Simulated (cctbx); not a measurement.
## Lattice, Laue class and space group of a new crystal

Cell: a = 4.1810 Å, b = 4.1810 Å, c = 8.6910 Å, α = 90.00°, β = 90.00°, γ = 90.00°. Expected content of the cell: Cd2 Br2 Cl2.

Simulated single-crystal data (cctbx): Mo Kα, λ = 0.71073 Å, to d = 0.7 Å, 95 % of the full sphere, strongest reflection 40000 counts, noise from counting, a 1.5 % proportional error and a noise floor of 15 counts (s.d.); no absorption, some extinction.

Tests on the unmerged data give:

```text
1741 reflections to d = 0.703 A
centring   violations  <I/sigma> of those
    A        669 of   881     26.8
    B        676 of   887     26.8
    C        581 of   862     22.3
    I        618 of   861     25.9
    R        817 of  1172     23.9
    F        963 of  1315     25.3
Laue class    unique    Rint  (classes that these axes allow; Friedel mates merged)
P -1              908   0.013
P 1 2/m 1         514   0.015
P 1 1 2/m         488   0.015
P 2/m 1 1         514   0.015
P m m m           303   0.016
P 4/m             250   0.017
P 4/m m m         176   0.017
space group    extra absences  I>4sigma  <I/sigma>
P 4 2 2                 0          0         -  acentric
P 4 21 2               10          0       0.2  acentric
P 4 m m                 0          0         -  acentric
P -4 2 m                0          0         -  acentric
P -4 21 m              10          0       0.2  acentric
P -4 m 2                0          0         -  acentric
P 4/m m m               0          0         -  centric
P 4/n m m :1           50          0       0.0  centric
P 4/n m m :2           50          0       0.0  centric
Wilson B = 1.77 A^2   <|E^2-1|> = 0.728 (0.968 centric, 0.736 acentric)   E^2>4: 0.6 %
shell (A)         n   <I/sigma>
 8.69 - 1.41     30     88.8
 1.41 - 1.12     26     89.1
 1.12 - 0.98     21     75.0
 0.98 - 0.89     21     71.4
 0.89 - 0.82     19     54.0
 0.82 - 0.77     23     69.5
 0.77 - 0.74     18     53.1
 0.74 - 0.70     18     39.6
```

**Question.** What are the lattice type, the Laue class and the likely space group?

Every centring test has many violations, so the lattice is primitive.

Rint stays low (0.013 to 0.017) up to P 4/m m m, the highest class in these axes.

9 settings pass the absence test. The most absences obeyed, 50, belong to P 4/n m m alone.

⟨|E²−1|⟩ = 0.728 leans to a non-centrosymmetric structure. Here that hint misleads: the statistic assumes many like atoms on general positions, and few, heavy or special-position atoms break it. The Wilson B of 1.77 Å² means U ≈ 0.0224 Å².

The true group is P4/nmm (no. 129, origin choice 1), Laue class 4/mmm, centrosymmetric. The tables fix it.

The model is made up (kin elements in a known structure type, no relaxation), so it says nothing on whether the phase exists.

[Logs are printed without paths, hosts, clocks, repeated set-up lines and the standing remarks that a program may print on its own settings, such as how far it seeks lower states.]
